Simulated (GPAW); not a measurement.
**Quasiparticle gap of WSe2 (P6_3/mmc) in GPAW**

Aim: the G0W0 gap of WSe2 (P6_3/mmc) on PBE, step by step.

Method: PBE and many-body steps on it, plane waves, in GPAW 26.7.0.

The database entry behind the starting cell differs from later determinations by our own check (a about 0.2 % long), so it need not match the best structure at ambient conditions.

## (1) The starting structure

Symmetry: P6_3/mmc, No. 194, hexagonal system. The conventional cell has a = 3.290 Å, b = 3.290 Å, c = 12.970 Å, α = 90.00°, β = 90.00°, γ = 120.00°. W has 6 Se at 2.53 Å nearest. Nearest to Se lie 3 W at 2.53 Å. Farther neighbours and most contacts between anions are not listed.

The cell and positions come from the Crystallography Open Database and are kept as given unless a step says otherwise. Spin-orbit coupling is left out unless a step names it.

## (2) Ground state

This step: GPAW 26.7.0; DFT, PBE, plane waves, PAW.

The ground-state density comes first.

The input, run.py:

```python
import json
import numpy as np
from gpaw.mpi import world
from ase import Atoms
from gpaw import GPAW, PW, FermiDirac

atoms = Atoms(['W', 'W', 'Se', 'Se', 'Se', 'Se'],
    cell=[[3.2900000000, 0.0000000000, 0.0000000000],
      [-1.6450000000, 2.8492235785, 0.0000000000],
      [0.0000000000, 0.0000000000, 12.9700000000]],
    scaled_positions=[[0.3333333333, 0.6666666667, 0.2500000000],
      [0.6666666667, 0.3333333333, 0.7500000000],
      [0.3333333333, 0.6666666667, 0.6210000000],
      [0.6666666667, 0.3333333333, 0.1210000000],
      [0.3333333333, 0.6666666667, 0.8790000000],
      [0.6666666667, 0.3333333333, 0.3790000000]],
    pbc=(True, True, True))
calc = GPAW(mode=PW(450),
    xc='PBE',
    kpts={'size': (9, 9, 2), 'gamma': True},
    occupations=FermiDirac(0.001),
    nbands=-9,
    convergence={'density': 1e-6, 'bands': -3},
    maxiter=100,
    txt='gs.txt')
atoms.calc = calc
res = {'energy': atoms.get_potential_energy()}
kpts = calc.get_ibz_k_points()
res['kpts'] = kpts
res['eigenvalues'] = [calc.get_eigenvalues(kpt=k) for k in range(len(kpts))]
res['n_electrons'] = calc.get_number_of_electrons()
calc.write('gs.gpw')

if world.rank == 0:
    with open('result.json', 'w') as f:
        json.dump(res, f, default=lambda x: x.tolist())
```

On the command line:

```
$ mpirun -n 4 gpaw python run.py
```

Numbers of over 12 decimals in the logs are rounded to 6 here.

Log:

```text
__  _  _
 | _ |_)|_||  |
 |__||  | ||/\| - 26.7.0

Input parameters:
  mode=PW(ecut=450.000000),
  convergence={'density': 1e-06, 'bands': -3},
  kpts=MonkhorstPack(size=(9, 9, 2), gamma=True),
  maxiter=100,
  nbands=-9,
  occupations=Occupations(name='fermi-dirac', width=0.001, fixmagmom=False),
  xc=XC(name='PBE')
  [... matrices ...]
Diagonalizing LCAO Hamiltonian
Converting LCAO to pw mode

        Se

           W

        Se

           Se

        W

           Se

Atoms  # Å, Bohr magnetons
|   | symbol |         x |        y |         z |    initial magnetic moments |
| 0 |      W | -0.000000 | 1.899482 |  3.242500 | ( 0.0000,  0.0000,  0.0000) |
| 1 |      W |  1.645000 | 0.949741 |  9.727500 | ( 0.0000,  0.0000,  0.0000) |
| 2 |     Se | -0.000000 | 1.899482 |  8.054370 | ( 0.0000,  0.0000,  0.0000) |
| 3 |     Se |  1.645000 | 0.949741 |  1.569370 | ( 0.0000,  0.0000,  0.0000) |
| 4 |     Se | -0.000000 | 1.899482 | 11.400630 | ( 0.0000,  0.0000,  0.0000) |
| 5 |     Se |  1.645000 | 0.949741 |  4.915630 | ( 0.0000,  0.0000,  0.0000) |

Unit cell  # Å
| periodic |         x |        y |         z |   lengths |     angles |
|      yes |  3.290000 | 0.000000 |  0.000000 |  3.290000 |  90.000000 |
|      yes | -1.645000 | 2.849224 |  0.000000 |  3.290000 |  90.000000 |
|      yes |  0.000000 | 0.000000 | 12.970000 | 12.970000 | 120.000000 |

Number of symmetries: 12
Symmetry operations  # r_c * U_cc + t_c -> r_c
|    | kind |            matrix            |
|  0 |  σ   |  1, 1, 0,  0,-1, 0,  0, 0, 1 |
|  1 |  S6  |  1, 1, 0, -1, 0, 0,  0, 0,-1 |
|  2 |  E   |  1, 0, 0,  0, 1, 0,  0, 0, 1 |
|  3 |  C2  |  1, 0, 0, -1,-1, 0,  0, 0,-1 |
|  4 |  C2  |  0, 1, 0,  1, 0, 0,  0, 0,-1 |
|  5 |  C3  |  0, 1, 0, -1,-1, 0,  0, 0, 1 |
|  6 |  S6  |  0,-1, 0,  1, 1, 0,  0, 0,-1 |
|  7 |  σ   |  0,-1, 0, -1, 0, 0,  0, 0, 1 |
|  8 |  σ   | -1, 0, 0,  1, 1, 0,  0, 0, 1 |
|  9 |  i   | -1, 0, 0,  0,-1, 0,  0, 0,-1 |
| 10 |  C3  | -1,-1, 0,  1, 0, 0,  0, 0, 1 |
| 11 |  C2  | -1,-1, 0,  0, 1, 0,  0, 0,-1 |

BZ-sampling:
  Number of BZ points: 162
  Number of IBZ points: 24

  Monkhorst-Pack size: [9, 9, 2]
  Monkhorst-Pack shift: [0.0, 0.0, 0.25]

K-points  # in reciprocal-cell coordinates
|     |                                coordinates |     weight |
|   0 | (  0.00000000,   0.00000000,   0.00000000) | 0.00617284 |
|   1 | (  0.00000000,   0.00000000,   0.50000000) | 0.00617284 |
|   2 | (  0.11111111,   0.00000000,   0.00000000) | 0.03703704 |
|   3 | (  0.11111111,   0.00000000,   0.50000000) | 0.03703704 |
|   4 | (  0.22222222,  -0.11111111,   0.00000000) | 0.03703704 |
|   5 | (  0.22222222,  -0.11111111,   0.50000000) | 0.03703704 |
|   6 | (  0.22222222,   0.00000000,   0.00000000) | 0.03703704 |
|   7 | (  0.22222222,   0.00000000,   0.50000000) | 0.03703704 |
|   8 | (  0.33333333,  -0.11111111,   0.00000000) | 0.07407407 |
|   9 | (  0.33333333,  -0.11111111,   0.50000000) | 0.07407407 |
| ... |                                            |            |
|  23 | (  0.44444444,   0.44444444,   0.50000000) | 0.03703704 |

Plane wave coefficients: 2651
Cutoff: 450.000000 eV

Spin-components: 1 (collinear spins)
Bands:           35
Projectors:      32
Spin-degeneracy: 2
Datatype:        complex128

  Storage: CPU
  Wave functions: 35_441_280 bytes (8_860_320 per core)
  Projectors: 26_327_808 bytes (6_581_952 per core)
  [... matrices ...]
Parallelization:
  kpt:    4
  domain: 1
  band:   1

Density:
  Valence electrons: 52.0
  Components: 1
  Grid points: [18 18 64]
  Charge: 0.0  # |e|

Potential:
  Grid points: [18 18 64]

species:
  W:
    name:    Tungsten
    Z:       74.0
    valence: 14
    core:    60
    charge:  0.0  # [|e|]
    compensation charges:
      type: gauss
      rc: 0.40  # [Å]
      lmax: 2
    cutoffs:
      filter: 2.36  # [Å]
      core: 3.02  # [Å]
    projectors
    | kind |    occ | energy [eV] | rcut [Å] |
    |   5s |  2.000 |     -78.830 |    1.344 |
    |   6s |  2.000 |      -5.697 |    1.344 |
    |   5p |  6.000 |     -43.233 |    1.355 |
    |   6p |  0.000 |      -1.367 |    1.355 |
    |   5d |  4.000 |      -4.494 |    1.228 |
    |    d |        |      22.717 |    1.228 |

    Using partial waves for W as LCAO basis

  Se:
    name:    Selenium
    Z:       34.0
    valence: 6
    core:    28
    charge:  0.0  # [|e|]
    compensation charges:
      type: gauss
      rc: 0.27  # [Å]
      lmax: 2
    cutoffs:
      filter: 1.77  # [Å]
      core: 2.67  # [Å]
    projectors
    | kind |    occ | energy [eV] | rcut [Å] |
    |   4s |  2.000 |     -17.277 |    0.847 |
    |   4p |  4.000 |      -6.512 |    1.005 |
    |    s |        |       9.935 |    0.847 |
    |    p |        |      20.699 |    1.005 |
    |    d |        |       0.000 |    0.847 |

    Using partial waves for Se as LCAO basis

Reference energy: -1141957.471832  # eV

eigensolver:
  PPCG
  Converge bands: -3
  niter=2

density mixing:
  MSR1-Mixer
  Pratt-step length: 0.05
  Maximum mixing coefficient: 0.75
  Old densities: 10
  SVD Regularization: 0.005
  Good broyden scale: 1.0
  Trust region scale: 1.0
  Backstep threshold: 4.0
  History deletion threshold: 6.0
  Fourier metric: weight=20.0, sigma=0.015

occupation numbers:
  Fermi-Dirac:
    width: 0.0010  # eV

poisson solver:
  ecut: 3600.000000  # eV

xc functional:
  name: PBE with 2 nearest neighbor stencil

Initialization done in: 1.918 s

convergence criteria:
- Maximum integral of absolute [dens]ity change: 1e-06 electrons / valence electron
- Maximum [total energy] change in last 3 cyles: 0.0005 eV / valence electron
- Maximum integral of absolute [eigenst]ate change: 4e-08 eV^2 / valence electron
maximum number of iterations: 100

SCF iterations
|iter     |     time |      energy | eigst |  dens |
|iter:   1|  |  -40.732693 | +0.33 |       |
|iter:   2|  |  -40.700659 | -1.35 | -1.24 |
|iter:   3|  |  -41.316700 | -0.93 | -1.26 |
|iter:   4|  |  -40.796320 | -0.42 | -1.26 |
|iter:   5|  |  -40.349874 | -1.38 | -1.38 |
|iter:   6|  |  -40.354430 | -3.17 | -2.03 |
|iter:   7|  |  -40.354146c| -4.26 | -2.85 |
|iter:   8|  |  -40.354163c| -5.56 | -3.46 |
|iter:   9|  |  -40.354164c| -6.74 | -4.12 |
|iter:  10|  |  -40.354164c| -7.36 | -4.95 |
|iter:  11|  |  -40.354164c| -7.48c| -4.95 |
|iter:  12|  |  -40.354164c| -7.65c| -5.25 |
|iter:  13|  |  -40.354164c| -8.66c| -6.13c|

Converged in 13 steps
SCF loop duration: 15.427 s (1.187 s/step)
Energy contributions relative to reference atoms: (reference = -1141957.471832)
  [... matrices ...]
Energy contributions:
  Kinetic:          48.231141
  Coulomb:         -48.544298
  Zero:             -0.236942
  External:          0.000000
  Xc:              -39.804064
  Entropy:          -0.000000
  Spinorbit:         0.000000
  ----------------------------
  Free energy:     -40.354164
  Extrapolated:    -40.354164

dipole moment: (0.000028, 0.000048, 0.000217)  # |e|*Ang

Fermi level: 9.360
Eigenvalues  # (at kpt = [0.000, 0.000, 0.000])
| band index |      eig [eV] | occ [0-2] |
|          0 |       -65.414 |     2.000 |
|        ... |               |           |
|         18 |         6.046 |     2.000 |
|         19 |         7.155 |     2.000 |
|         20 |         7.155 |     2.000 |
|         21 |         7.210 |     2.000 |
|         22 |         7.210 |     2.000 |
|         23 |         7.602 |     2.000 |
|         24 |         7.640 |     2.000 |
|         25 |         8.714 |     2.000 |
|         26 |        11.344 |     0.000 |
[...]
|         30 |        11.438 |     0.000 |
|         31 |        11.438 |     0.000 |
|         32 |        11.647 |     0.000 |
|         33 |        11.647 |     0.000 |
|         34 |        13.214 |     0.000 |

Gap: 1.062 eV
Transition (v -> c):
  (s=0, k=0, n=25, [0.00, 0.00, 0.00]) -> (s=0, k=8, n=26, [0.33, -0.11, 0.00])
Direct/indirect transitions are different
Direct gap: 1.524 eV
Transition at: (s=0, k=12, n=25, [0.33, 0.33, 0.00])
# Writing to gs.gpw (mode='')
  [... matrices ...]
```

Elapsed: 19 s, on 4 MPI ranks of Arm Neoverse V1, shared host; peak memory 0.79 GiB.

This step gave:

```
total energy               : -40.35 eV
gap                        : 1.062 eV
k of the valence top       : 0, 0, 0
k of the conduction bottom : 0.3333, -0.1111, 0
least direct gap           : 1.524 eV
```

The gap is indirect, with the least direct gap 0.46 eV higher.

## (3) Bands along the symmetry lines

The cheap functional maps the bands first; the places of the edges decide which points the dearer methods must see.

The input, run.py:

```python
import json
import numpy as np
from gpaw.mpi import world
from gpaw import GPAW

path = [[0.000000, 0.000000, 0.000000],
    [0.062500, 0.000000, 0.000000],
    [0.125000, 0.000000, 0.000000],
    [0.187500, 0.000000, 0.000000],
    [0.250000, 0.000000, 0.000000],
    [0.312500, 0.000000, 0.000000],
    [0.375000, 0.000000, 0.000000],
    [0.437500, 0.000000, 0.000000],
    [0.500000, 0.000000, 0.000000],
    [0.479167, 0.041667, 0.000000],
    [0.458333, 0.083333, 0.000000],
    [0.437500, 0.125000, 0.000000],
    [0.416667, 0.166667, 0.000000],
    [0.395833, 0.208333, 0.000000],
    [0.375000, 0.250000, 0.000000],
    [0.354167, 0.291667, 0.000000],
    [0.333333, 0.333333, 0.000000],
    [0.291667, 0.291667, 0.000000],
    [0.250000, 0.250000, 0.000000],
    [0.208333, 0.208333, 0.000000],
    [0.166667, 0.166667, 0.000000],
    [0.125000, 0.125000, 0.000000],
    [0.083333, 0.083333, 0.000000],
    [0.041667, 0.041667, 0.000000],
    [0.000000, 0.000000, 0.000000],
    [0.000000, 0.000000, 0.062500],
    [0.000000, 0.000000, 0.125000],
    [0.000000, 0.000000, 0.187500],
    [0.000000, 0.000000, 0.250000],
    [0.000000, 0.000000, 0.312500],
    [0.000000, 0.000000, 0.375000],
    [0.000000, 0.000000, 0.437500],
    [0.000000, 0.000000, 0.500000],
    [0.062500, 0.000000, 0.500000],
    [0.125000, 0.000000, 0.500000],
    [0.187500, 0.000000, 0.500000],
    [0.250000, 0.000000, 0.500000],
    [0.312500, 0.000000, 0.500000],
    [0.375000, 0.000000, 0.500000],
    [0.437500, 0.000000, 0.500000],
    [0.500000, 0.000000, 0.500000],
    [0.479167, 0.041667, 0.500000],
    [0.458333, 0.083333, 0.500000],
    [0.437500, 0.125000, 0.500000],
    [0.416667, 0.166667, 0.500000],
    [0.395833, 0.208333, 0.500000],
    [0.375000, 0.250000, 0.500000],
    [0.354167, 0.291667, 0.500000],
    [0.333333, 0.333333, 0.500000],
    [0.291667, 0.291667, 0.500000],
    [0.250000, 0.250000, 0.500000],
    [0.208333, 0.208333, 0.500000],
    [0.166667, 0.166667, 0.500000],
    [0.125000, 0.125000, 0.500000],
    [0.083333, 0.083333, 0.500000],
    [0.041667, 0.041667, 0.500000],
    [0.000000, 0.000000, 0.500000],
    [0.500000, 0.000000, 0.500000],
    [0.500000, 0.000000, 0.437500],
    [0.500000, 0.000000, 0.375000],
    [0.500000, 0.000000, 0.312500],
    [0.500000, 0.000000, 0.250000],
    [0.500000, 0.000000, 0.187500],
    [0.500000, 0.000000, 0.125000],
    [0.500000, 0.000000, 0.062500],
    [0.500000, 0.000000, 0.000000],
    [0.333333, 0.333333, 0.500000],
    [0.333333, 0.333333, 0.437500],
    [0.333333, 0.333333, 0.375000],
    [0.333333, 0.333333, 0.312500],
    [0.333333, 0.333333, 0.250000],
    [0.333333, 0.333333, 0.187500],
    [0.333333, 0.333333, 0.125000],
    [0.333333, 0.333333, 0.062500],
    [0.333333, 0.333333, 0.000000]]
calc = GPAW('gs.gpw').fixed_density(kpts=path,
    symmetry='off',
    nbands=36,
    convergence={'bands': 32},
    txt='bands.txt')
res = {}
kpts = calc.get_ibz_k_points()
res['kpts'] = kpts
res['eigenvalues'] = [calc.get_eigenvalues(kpt=k) for k in range(len(kpts))]
res['n_electrons'] = calc.get_number_of_electrons()

if world.rank == 0:
    with open('result.json', 'w') as f:
        json.dump(res, f, default=lambda x: x.tolist())
```

On the command line:

```
$ mpirun -n 4 gpaw python run.py
```

Log:

```text
Diagonalizing LCAO Hamiltonian
Converting LCAO to pw mode
convergence criteria:
- Maximum integral of absolute [eigenst]ate change: 4e-08 eV^2 / valence electron
maximum number of iterations: 100

SCF iterations
|iter     |     time |      energy | eigst |  dens |
|iter:   1|  |             | +0.13 |       |
|iter:   2|  |             | -1.42 |       |
|iter:   3|  |             | -2.64 |       |
[...]
|iter:   7|  |             | -6.53 |       |
|iter:   8|  |             | -7.33 |       |
|iter:   9|  |             | -7.93c|       |
SCF steps: 9
  __  _  _
 | _ |_)|_||  |
 |__||  | ||/\| - 26.7.0

Input parameters:
  mode=PW(ecut=450.000000),
  convergence={'bands': 32},
  gpts=array([18, 18, 64]),
  kpts=KPoints(kpts=array([[0.      , 0.      , 0.      ],
         [0.0625  , 0.      , 0.      ],
         [0.125   , 0.      , 0.      ],
         [0.1875  , 0.      , 0.      ],
[...]
[0.479167, 0.041667, 0.      ],
         [0.458333, 0.083333, 0.      ],
[...]
[0.416667, 0.166667, 0.      ],
[...]
[0.5     , 0.      , 0.0625  ],
         [0.5     , 0.      , 0.      ],
[...]
[0.333333, 0.333333, 0.125   ],
         [0.333333, 0.333333, 0.0625  ],
         [0.333333, 0.333333, 0.      ]])),
  maxiter=100,
  nbands=36,
  occupations=Occupations(name='fermi-dirac', width=0.001, fixmagmom=False),
  parallel={},
  symmetry=Symmetry(point_group=False, time_reversal=False),
  xc=XC(name='PBE')
  [... matrices ...]
timing:  # [seconds]
  Total: 0.029  # ━━━━━━━━━━━━━━━━━━━━━━━━━━━━━━━━━━━━━━━━━━━━━━━━━━━━━━━━━━━
```

Wall time 32 s (4 MPI ranks); peak memory 0.94 GiB; 2.1 min of CPU time.

Numbers from this step:

```yaml
gap: 0.9662 eV
k_of_the_valence_top: 0, 0, 0
k_of_the_conduction_bottom: 0.1667, 0.1667, 0
least_direct_gap: 1.524 eV
```

The gap is 0.966 eV, −0.095 eV from the run before at this level.

The electronic bands at the labelled points (eV, zero at the top of the highest filled band):

```
    point  band 23  band 24  band 25  band 26  band 27  band 28  band 29  band 30
        Γ    -1.50    -1.11    -1.07     0.00     2.63     2.63     2.68     2.68
  halfway    -1.87    -1.52    -1.35    -1.23     1.32     1.98     2.23     2.25
        M    -1.44    -1.37    -1.28    -1.13     2.11     2.15     2.30     2.64
  halfway    -2.64    -2.26    -0.86    -0.58     1.83     1.94     2.53     2.62
        K    -2.55    -2.55    -0.45    -0.21     1.31     1.31     1.89     3.07
  halfway    -1.71    -1.49    -1.15    -1.11     0.97     1.85     2.02     2.04
        Γ    -1.50    -1.11    -1.07     0.00     2.63     2.63     2.68     2.68
  halfway    -1.51    -1.51    -0.55    -0.05     2.63     2.63     2.65     2.65
        A    -1.53    -1.53    -0.22    -0.22     2.64     2.64     2.64     2.64
  halfway    -1.91    -1.91    -1.24    -1.24     1.72     1.72     2.09     2.09
        L    -1.35    -1.35    -1.25    -1.25     2.13     2.13     2.50     2.50
  halfway    -2.54    -2.54    -0.71    -0.71     1.89     1.89     2.63     2.63
        H    -2.73    -2.73    -0.35    -0.35     1.31     1.31     2.43     2.43
  halfway    -1.67    -1.67    -1.12    -1.12     1.36     1.36     2.14     2.14
        A    -1.53    -1.53    -0.22    -0.22     2.64     2.64     2.64     2.64
jump to L    -1.35    -1.35    -1.25    -1.25     2.13     2.13     2.50     2.50
  halfway    -1.41    -1.34    -1.30    -1.16     2.12     2.15     2.36     2.60
        M    -1.44    -1.37    -1.28    -1.13     2.11     2.15     2.30     2.64
jump to H    -2.73    -2.73    -0.35    -0.35     1.31     1.31     2.43     2.43
  halfway    -2.63    -2.63    -0.43    -0.26     1.31     1.31     2.04     2.88
        K    -2.55    -2.55    -0.45    -0.21     1.31     1.31     1.89     3.07
```

## (4) Empty states on the mesh, 6×6×1 mesh, 790 bands

The sums over transitions need many empty states on a uniform mesh; this step solves for them.

The input, run.py:

```python
import json
import numpy as np
from gpaw.mpi import world
from gpaw import GPAW

calc = GPAW('gs.gpw').fixed_density(kpts={'size': (6, 6, 1), 'gamma': True},
    parallel={'domain': 1, 'band': 1},
    txt='nscf.txt')
calc.diagonalize_full_hamiltonian(nbands=790)
calc.write('full.gpw', mode='all')
res = {}
kpts = calc.get_ibz_k_points()
res['kpts'] = kpts
res['eigenvalues'] = [calc.get_eigenvalues(kpt=k) for k in range(len(kpts))]
res['n_electrons'] = calc.get_number_of_electrons()

if world.rank == 0:
    with open('result.json', 'w') as f:
        json.dump(res, f, default=lambda x: x.tolist())
```

On the command line:

```
$ mpirun -n 4 gpaw python run.py
```

Log:

```text
Diagonalizing LCAO Hamiltonian
Converting LCAO to pw mode
convergence criteria:
- Maximum integral of absolute [eigenst]ate change: 4e-08 eV^2 / valence electron
maximum number of iterations: 100

SCF iterations
|iter     |     time |      energy | eigst |  dens |
|iter:   1|  |             | +0.14 |       |
|iter:   2|  |             | -1.47 |       |
|iter:   3|  |             | -2.53 |       |
[...]
|iter:   8|  |             | -6.65 |       |
|iter:   9|  |             | -7.05 |       |
|iter:  10|  |             | -7.87c|       |
SCF steps: 10
  __  _  _
 | _ |_)|_||  |
 |__||  | ||/\| - 26.7.0

Input parameters:
  mode=PW(ecut=450.000000),
  convergence={'density': 1e-06, 'bands': -3},
  gpts=array([18, 18, 64]),
  kpts=MonkhorstPack(size=(6, 6, 1), gamma=True),
  maxiter=100,
  nbands=35,
  occupations=Occupations(name='fermi-dirac', width=0.001, fixmagmom=False),
  parallel={'domain': 1, 'band': 1},
  xc=XC(name='PBE')
Matrix size: 2637x2637
# Writing to full.gpw (mode='all')
  [... matrices ...]

timing:  # [seconds]
  Total: 39.616  # ━━━━━━━━━━━━━━━━━━━━━━━━━━━━━━━━━━━━━━━━━━━━━━━━━━━━━━━━━━
```

Wall time 46 s (4 MPI ranks); peak memory 2.8 GiB.

This step gave:

```
gap                                                           : 0.9662 eV
k of the valence top                                          : 0, 0, 0
k of the conduction bottom                                    : 0.3333, -0.1667, 0
least direct gap                                              : 1.524 eV
k points computed                                             : 7
lowest point of the top converged band, above the valence top : 184.0921 eV
```

On this mesh the gap is 0.966 eV.

(Part 1 of 2 ends here.)

[Paths, hosts, dates, memory and timing lines, banners, echoed tables and standing remarks are left out of the program output.]

[Logs are printed without paths, hosts, clocks, repeated set-up lines and the standing remarks that a program may print on its own settings, such as how far it seeks lower states.]

[Runs of the session that timed out or met a known fault of the program may be left out.]

[Hosts, paths, dates, database ids (printed as entryN), source tags and the programs' standing remarks are cut or masked in the printed files.]
